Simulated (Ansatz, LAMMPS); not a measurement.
## Amorphous Ge (61 atoms) under strain

Aim: relax amorphous Ge (61 atoms), then change its volume and shape to read moduli from the stress.

Calculated with Ansatz 0.2.0; Kohn-Sham DFT, PBE, PAW (set soft_1), plane waves.

### 1. Set-up

The cell holds 61 atoms: 61 Ge. Its edges and angles: a = 11.188 Å, b = 11.188 Å, c = 11.188 Å, α = 90.0°, β = 90.0°, γ = 90.0°. 61 atoms (61 Ge) placed at random at 5.25 g/cm³, melted at 3500 K for 10 ps at fixed volume with the Tersoff potential (Tersoff, Phys. Rev. B 39, 5566 (1989)). Quenched from 3500 K to 500 K at 3 K/ps and fixed volume, held 5 ps.

Limits known from the start: The quench rate of 3 K/ps far exceeds what a furnace or splat quench reaches, so expect more defects and frozen-in strain than in a real sample. The starting topology of bonds comes from the classical model, and needn't be the one that DFT or experiment would give. Only the Γ point is sampled.

### 2. Single point at the start

The forces at the start show how far the geometry lies from a minimum of this functional.

Contents of input.yaml:

```yaml
crystal:
  lattice:
    - [11.1875, 0.0, 0.0]
    - [0.0, 11.1875, 0.0]
    - [0.0, 0.0, 11.1875]
  atoms:
    - { symbol: Ge, position: [0.51178, 0.32068, 0.88861] }
    - { symbol: Ge, position: [0.36001, 0.59655, 0.70457] }
    - { symbol: Ge, position: [0.12836, 0.30338, 0.68804] }
    - { symbol: Ge, position: [0.31716, 0.42832, 0.40035] }
    - { symbol: Ge, position: [0.88903, 0.72429, 0.13715] }
    - { symbol: Ge, position: [0.94721, 0.07919, 0.89752] }
    - { symbol: Ge, position: [0.0602, 0.96985, 0.52394] }
    - { symbol: Ge, position: [0.93187, 0.19648, 0.7116] }
    - { symbol: Ge, position: [0.17897, 0.9367, 0.7161] }
    - { symbol: Ge, position: [0.79691, 0.36564, 0.68998] }
    - { symbol: Ge, position: [0.21682, 0.56651, 0.25354] }
    - { symbol: Ge, position: [0.64824, 0.30756, 0.25186] }
    - { symbol: Ge, position: [0.32648, 0.55135, 0.06726] }
    - { symbol: Ge, position: [0.8403, 0.73741, 0.76611] }
    - { symbol: Ge, position: [0.34419, 0.99076, 0.09374] }
    - { symbol: Ge, position: [0.98783, 0.52676, 0.21104] }
    - { symbol: Ge, position: [0.60082, 0.31576, 0.59126] }
    - { symbol: Ge, position: [0.01905, 0.87122, 0.84857] }
    - { symbol: Ge, position: [0.99442, 0.62576, 0.62486] }
    - { symbol: Ge, position: [0.84568, 0.04602, 0.55414] }
    - { symbol: Ge, position: [0.02341, 0.07296, 0.23081] }
    - { symbol: Ge, position: [0.71893, 0.90587, 0.68072] }
    - { symbol: Ge, position: [0.23051, 0.77016, 0.33259] }
    - { symbol: Ge, position: [0.93185, 0.42788, 0.51406] }
    - { symbol: Ge, position: [0.53145, 0.54427, 0.81922] }
    - { symbol: Ge, position: [0.85765, 0.7955, 0.34843] }
    - { symbol: Ge, position: [0.1458, 0.52303, 0.75173] }
    - { symbol: Ge, position: [0.79722, 0.43076, 0.92051] }
    - { symbol: Ge, position: [0.75552, 0.64656, 0.96501] }
    - { symbol: Ge, position: [0.00242, 0.40625, 0.0253] }
    - { symbol: Ge, position: [0.25984, 0.13609, 0.76636] }
    - { symbol: Ge, position: [0.8108, 0.4617, 0.33143] }
    - { symbol: Ge, position: [0.05622, 0.196, 0.04907] }
    - { symbol: Ge, position: [0.58601, 0.0087, 0.82293] }
    - { symbol: Ge, position: [0.46615, 0.4904, 0.53717] }
    - { symbol: Ge, position: [0.49312, 0.06836, 0.51183] }
    - { symbol: Ge, position: [0.68272, 0.17903, 0.42781] }
    - { symbol: Ge, position: [0.5146, 0.85108, 0.57016] }
    - { symbol: Ge, position: [0.69814, 0.64529, 0.3425] }
    - { symbol: Ge, position: [0.51874, 0.66736, 0.00917] }
    - { symbol: Ge, position: [0.57312, 0.76731, 0.20079] }
    - { symbol: Ge, position: [0.70737, 0.57767, 0.69992] }
    - { symbol: Ge, position: [0.42271, 0.28032, 0.24961] }
    - { symbol: Ge, position: [0.14008, 0.57152, 0.97096] }
    - { symbol: Ge, position: [0.42428, 0.85683, 0.34864] }
    - { symbol: Ge, position: [0.25613, 0.16448, 0.97809] }
    - { symbol: Ge, position: [0.81834, 0.01875, 0.31666] }
    - { symbol: Ge, position: [0.16508, 0.90094, 0.17841] }
    - { symbol: Ge, position: [0.47931, 0.16465, 0.71625] }
    - { symbol: Ge, position: [0.15709, 0.11071, 0.38839] }
    - { symbol: Ge, position: [0.35946, 0.81147, 0.72854] }
    - { symbol: Ge, position: [0.14264, 0.30726, 0.47075] }
    - { symbol: Ge, position: [0.04612, 0.77117, 0.45326] }
    - { symbol: Ge, position: [0.72438, 0.91734, 0.1368] }
    - { symbol: Ge, position: [0.73149, 0.06011, 0.96492] }
    - { symbol: Ge, position: [0.59417, 0.65684, 0.52202] }
    - { symbol: Ge, position: [0.43996, 0.87066, 0.9304] }
    - { symbol: Ge, position: [0.37403, 0.07494, 0.30442] }
    - { symbol: Ge, position: [0.35619, 0.34389, 0.03725] }
    - { symbol: Ge, position: [0.07279, 0.76813, 0.03152] }
    - { symbol: Ge, position: [0.67421, 0.27112, 0.02558] }
kpoints:
  mp_grid: { grid: [1, 1, 1] }
hamiltonian:
  xc: pbe
  pseudopotentials: { kind: paw, azcp: { folder: soft_1 } }
scf:
  occupations: { method: gaussian, width: 0.025 }
output:
  forces: true
```

The run is started by

```console
> ansatz run input.yaml --threads 4 --pin off --max-ram 8192MiB --backend cpu --events-out ev --progress --plain --runs-dir out
```

Numbers of over 12 decimals in the logs are rounded to 6 here.

What it wrote:

```text
Engine: ansatz 0.2.0, x86_64-unknown-linux-gnu
Pseudopotentials: kind: paw
Pseudopotential: Ge, paw, valence charge 14, recommended cutoff 420 eV (normal), soft_1/Ge.paw.azcp
Functional definition: PBE
  parameter kappa = 0.804
  parameter beta = 0.066725
  exchange = pbe_x(kappa = kappa, mu = beta*pi^2/3)
  correlation = pbe_c(beta = beta)
Crystal: 61 atoms, lattice volume = 1400.229 Å³
Basis set: ecut = 420 eV, 27369 PW (Γ), exchange–correlation on 150×150×150 points (8 copies of the dense FFT grid, shifted against one another)
Bands: 488, of which v1, the nominal top of the filled ones, is band 427 counted from 1 (426 counted from 0)
Symmetry: 1 space group operations
Space group: P1 (ITA 1), of the structure as read, at distance tolerance 1.1e-4 Å
k-points: 1
Non-local potential: Ge, projectors of the file, l = 0: 2, l = 1: 2, l = 2: 3, l = 3: 1
PAW form: soft (Blöchl's): semilocal exchange-correlation on the pseudo side does not see the compensation charge
PAW one-centre angular grid: Ge, 590 points (default); XC on 64 Gauss nodes
Initial density: superposition of atomic densities (chi_scale 0.1, normalization cell)
Initial wavefunctions: pseudopotential atomic-orbital guess
Functional: x = pbe(κ = 0.804, μ = 0.219515), c = pbe(β = 0.066725)
SCF iter   1: F=—  HF=-261978.744820 eV  |F-HF|=—  |Δ(HF+E_count)|=         —  Δρ=3.12e-2  dr2=1.43e1  ethr=3.10e-3  ⟨swp⟩=6.0  Hψ=1760  notcnv=0
preconditioner: auto → LDOS  [insulator: Δε(μ)=0.052 eV  Ē_g=21.320 eV  σ=0.025 eV  W_gap=0.86  n_scr=388 (ndim 8)  ℏωp=29.0 eV  f_vac=0.030  D(μ)=30.25/eV (n_scr^D=178)  ε∞_Penn≈2.9  β→1.0]
SCF iter   2: F=—  HF=-261977.439004 eV  |F-HF|=—  |Δ(HF+E_count)|=    1.31e0  Δρ=8.50e-3  dr2=2.04e0  ethr=1.68e-3  ⟨swp⟩=2.0  Hψ=674  notcnv=0  defer=51
SCF iter   3: F=—  HF=-261977.246308 eV  |F-HF|=—  |Δ(HF+E_count)|=   1.93e-1  Δρ=4.75e-3  dr2=8.25e-1  ethr=2.39e-4  ⟨swp⟩=4.0  Hψ=884  notcnv=0  defer=51
SCF iter   4: F=—  HF=-261977.068826 eV  |F-HF|=—  |Δ(HF+E_count)|=   1.77e-1  Δρ=2.03e-3  dr2=1.61e-1  ethr=9.66e-5  ⟨swp⟩=4.0  Hψ=875  notcnv=0  defer=51
SCF iter   5: F=—  HF=-261977.048246 eV  |F-HF|=—  |Δ(HF+E_count)|=   2.06e-2  Δρ=9.67e-4  dr2=4.38e-2  ethr=1.88e-5  ⟨swp⟩=2.0  Hψ=568  notcnv=0  defer=51
SCF iter   6: F=—  HF=-261977.040931 eV  |F-HF|=—  |Δ(HF+E_count)|=   7.31e-3  Δρ=3.89e-4  dr2=1.01e-2  ethr=5.13e-6  ⟨swp⟩=2.0  Hψ=859  notcnv=0  defer=51
SCF iter   7: F=—  HF=-261977.039861 eV  |F-HF|=—  |Δ(HF+E_count)|=   1.07e-3  Δρ=2.27e-4  dr2=2.84e-3  ethr=1.18e-6  ⟨swp⟩=2.0  Hψ=532  notcnv=0  defer=51
SCF iter   8: F=—  HF=-261977.039549 eV  |F-HF|=—  |Δ(HF+E_count)|=   3.11e-4  Δρ=1.09e-4  dr2=7.64e-4  ethr=3.33e-7  ⟨swp⟩=2.0  Hψ=807  notcnv=0  defer=51
SCF iter   9: F=—  HF=-261977.039521 eV  |F-HF|=—  |Δ(HF+E_count)|=   2.82e-5  Δρ=5.44e-5  dr2=1.37e-4  ethr=8.94e-8  ⟨swp⟩=2.0  Hψ=720  notcnv=0  defer=51
SCF iter  10: F=—  HF=-261977.039501 eV  |F-HF|=—  |Δ(HF+E_count)|=   2.03e-5  Δρ=3.20e-5  dr2=4.82e-5  ethr=1.61e-8  ⟨swp⟩=2.0  Hψ=719  notcnv=0  defer=51
SCF iter  11: F=—  HF=-261977.038636 eV  |F-HF|=—  |Δ(HF+E_count)|=   8.65e-4  Δρ=1.70e-5  dr2=1.38e-5  ethr=5.65e-9  ⟨swp⟩=2.0  Hψ=633  notcnv=0  defer=51
SCF iter  12: F=—  HF=-261977.038634 eV  |F-HF|=—  |Δ(HF+E_count)|=   1.20e-6  Δρ=7.76e-6  dr2=2.66e-6  ethr=1.62e-9  ⟨swp⟩=2.0  Hψ=571  notcnv=0  defer=51
SCF iter  13: F=—  HF=-261977.038634 eV  |F-HF|=—  |Δ(HF+E_count)|=   1.33e-7  Δρ=4.08e-6  dr2=7.97e-7  ethr=3.12e-10  ⟨swp⟩=2.0  Hψ=603  notcnv=0  defer=51
SCF iter  14: F=—  HF=-261977.038634 eV  |F-HF|=—  |Δ(HF+E_count)|=   2.77e-8  Δρ=2.35e-6  dr2=2.81e-7  ethr=9.33e-11  ⟨swp⟩=2.0  Hψ=806  notcnv=0  defer=51
SCF iter  15: F=-261977.038634 eV  HF=-261977.038634 eV  |F-HF|=6.64e-8  |Δ(HF+E_count)|=   1.55e-8  Δρ=1.29e-6  dr2=8.49e-8  ethr=1.17e-11  ⟨swp⟩=4.0  Hψ=1366  notcnv=0
SCF 1 converged in 15 iterations: F = -261977.038634 eV  dr2 = 8.49e-8
  greatest PAW one-centre occupation: 0.998 electrons in one spin orbital (limit 2), on the Ge atom at site 41 (counted from 0), in its partial waves of l = 2
SCF converged after 15 iterations
Free energy (F): -261977.038634 eV
Harris-Foulkes:  -261977.038634 eV  (|F-HF|=6.64e-8)
Internal energy: -261977.014874 eV  (E = F + TS)
E sigma→0 (E₀):  -261977.026754 eV
Entropy (-TS):   -0.023760 eV (-0.390 meV/atom)
Fermi energy:    8.148085 eV
--- Per-component energies (eV) ---
  E_band       = -9273.417039
  E_kinetic    = 5652.499254
  E_local      = -139953.502787  (includes V_loc(G=0)·N_el)
  E_nonlocal   = 13215.070486
  E_hartree    = 66710.437740
  E_xc         = -4376.197327
  E_vxc        = -3974.285470  (∫ρ·V_xc dr)
  E_paw        = -122731.043702  (= ΣΔE_a)
  E_vpaw       = -17634.080753  (= ΣTr[D̂ρ^β])
  E_aug_tail   = 0.000937  (compensation charges beyond the density's cutoff)
  E_ewald      = -80494.279475
  E_smearing   = -0.023760  (= −TS)
  E_closure    = 0.000000  (closes the sum)
  Σ components = -261977.038634   (vs F -261977.038634, Δ=0.00e0)
--- Forces (eV/Å), atoms counted from 1 ---
  atom   1  Ge    -0.02562498     0.37640216    -0.54069763
  atom   2  Ge    -1.48220617    -0.65926912    -0.21996012
  atom   3  Ge     0.27712066    -0.14355074     0.39012748
  atom   4  Ge    -0.62652241    -0.77766435    -1.05427689
  atom   5  Ge    -0.34051708     0.09170377    -0.12465860
  atom   6  Ge    -0.61026948    -0.45141495    -0.43151948
  atom   7  Ge     0.14745199     0.57302823     0.86862670
  atom   8  Ge    -0.06889271    -0.52009621     0.10183053
  atom   9  Ge    -0.27336851     0.07283319    -0.43507540
  atom  10  Ge    -0.38678720     0.43037430     0.57144889
  atom  11  Ge    -0.03425597    -0.11976439     0.55575000
  atom  12  Ge    -0.04663066     0.29451869    -0.45734333
  atom  13  Ge     0.62440813     0.37957898     0.25629675
  atom  14  Ge     0.70951703     0.49614287     0.02577509
[...]
atom  60  Ge    -0.09638181     0.30988988    -0.35897212
  atom  61  Ge     0.70055880    -0.01114548     0.34787790
  max |Σ_I F_I| component: 1.00e-5 eV/Å
```

Elapsed: 20 s, on 4 threads of AMD EPYC 7B13 (Zen 3), shared host; peak memory 2.1 GiB; 75 s of CPU time.

Reading the cycles: dr2 is the Hartree energy of the density residual (eV), the measure of convergence; HF is the Harris–Foulkes estimate of the energy, which meets the free energy F at convergence.

The r.m.s. force at the start is 0.52 eV/Å.

(Continued in part 2 of 3.)

[Logs are printed without paths, hosts, clocks, repeated set-up lines and the standing remarks that a program may print on its own settings, such as how far it seeks lower states.]

[Hosts, paths, dates, database ids (printed as entryN), source tags and the programs' standing remarks are cut or masked in the printed files.]
